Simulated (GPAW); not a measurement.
## Settings that the conductance of a C chain with an O atom bridging one bond needs: varying the smearing: width = 0.03

GPAW 26.7.0; GPAW LCAO, PAW setups; Landauer transmission from Green's functions with principal layers (ASE), zero bias.

Input file run.py:

```python
import json
import numpy as np
from ase import Atoms
from ase.transport.calculators import TransportCalculator
from gpaw import GPAW, FermiDirac
from gpaw.lcao.tools import get_lcao_hamiltonian
from scipy.linalg import eigh

# The junction with lead layers at both ends, along the third cell vector
device = Atoms(
    ['C', 'C', 'C', 'C', 'C', 'C', 'O', 'C', 'C', 'C', 'C', 'C', 'C'],
    positions=[
        [4.50000, 4.50000, 0.64000],
        [4.50000, 4.50000, 1.92000],
        [4.50000, 4.50000, 3.20000],
        [4.50000, 4.50000, 4.48000],
        [4.50000, 4.50000, 5.76000],
        [4.50000, 4.50000, 7.04000],
        [5.40613, 4.50000, 7.78000],
        [4.50000, 4.50000, 8.52000],
        [4.50000, 4.50000, 9.80000],
        [4.50000, 4.50000, 11.08000],
        [4.50000, 4.50000, 12.36000],
        [4.50000, 4.50000, 13.64000],
        [4.50000, 4.50000, 14.92000]],
    cell=[[9.0, 0.0, 0.0], [0.0, 9.0, 0.0], [0.0, 0.0, 15.56]],
    pbc=True)

# One principal layer of the lead: the first 4 atoms of the device
lead = Atoms(
    ['C', 'C', 'C', 'C'],
    positions=[
        [4.50000, 4.50000, 0.64000],
        [4.50000, 4.50000, 1.92000],
        [4.50000, 4.50000, 3.20000],
        [4.50000, 4.50000, 4.48000]],
    cell=[[9.0, 0.0, 0.0], [0.0, 9.0, 0.0], [0.0, 0.0, 5.12]],
    pbc=True)

settings = dict(mode='lcao', basis='dzp', xc='PBE', h=0.18,
                occupations=FermiDirac(0.03), maxiter=250,
                mixer=dict(beta=0.1, nmaxold=8, weight=100.0),
                convergence=dict(density=0.0001))
energies = np.arange(-2, 2 + 1e-9, 0.05)
eta = 0.0001
n1, n2 = 1, 1
# k and -k transmit alike, so half of the mesh across the current serves
mesh = [(i, j) for i in range(n1) for j in range(n2) if (i, j) <= (-i % n1, -j % n2)]
weights = np.array([1 if (i, j) == (-i % n1, -j % n2) else 2 for i, j in mesh]) / (n1 * n2)

# [... helper functions left out ...]
fermi_lead = ground_state(lead, (1, 1, 22), 'lead.txt')
fermi_device = ground_state(device, (1, 1, 5), 'device.txt')
# [... loop over the mesh left out, but for ...]
        # Shift the lead onto the potential of the device's first layer
        shift = ((H[:, 0, 0] - H0[:, 0, 0]) / S0[0, 0]).real.mean()
# [...]
kT = 8.617333e-5 * 200
bias = [0.1, 0.2, 0.5, 1.0, 1.5, 2.0]
# [... integrals and printing left out ...]
```

The run is started by

```bash
$ OMP_NUM_THREADS=1 OPENBLAS_NUM_THREADS=1 python run.py
```

Q: Predict the conductance; and current through one cell, from the zero-bias transmission against bias.

Each channel passes at most one electron wave, so a value between whole numbers means that at least one channel is partly reflected. Current over bias at the lowest bias computed gives the conductance there: 34.6 μS, or 0.446 G₀ with G₀ = 2e²/h = 77.5 μS.

This step gave:

```yaml
conductance: 0.4464 G₀
shift_that_aligns_the_lead: -0.02868 eV
transmission_at_the_fermi_level_one_spin: 0.4464
```

One spin. Table of transmission, zone mean by energy, zero at the Fermi level:

energy (eV), transmission, zone mean and a bar from the least value:
```
   -2.000      0.662 ##############################
   -1.800      0.650 #############################
   -1.600      0.637 ############################
   -1.400      0.622 ##########################
   -1.200      0.603 ########################
   -1.000      0.582 ######################
   -0.800      0.557 ###################
   -0.600      0.531 #################
   -0.400      0.502 ##############
   -0.200      0.474 ###########
    0.000      0.446 ########
    0.200      0.421 ######
    0.400      0.400 ###
    0.600      0.383 ##
    0.800      0.372 #
    1.000      0.367 
    1.200      0.369 
    1.400      0.377 #
    1.600      0.392 ##
    1.800      0.413 #####
    2.000      0.441 ########
```

Not self-consistent under bias; the bias window is split evenly. Current through one cell, from the zero-bias transmission against bias:

```
bias (V)  current through one cell, from the zero-bias transmission (μA)
   0.100                                                            3.46
   0.200                                                            6.92
   0.500                                                            17.3
   1.000                                                            34.8
   1.500                                                            52.5
   2.000                                                            70.7
```

[Logs are printed without paths, hosts, clocks, repeated set-up lines and the standing remarks that a program may print on its own settings, such as how far it seeks lower states.]

[Hosts, paths, dates, database ids (printed as entryN), source tags and the programs' standing remarks are cut or masked in the printed files.]
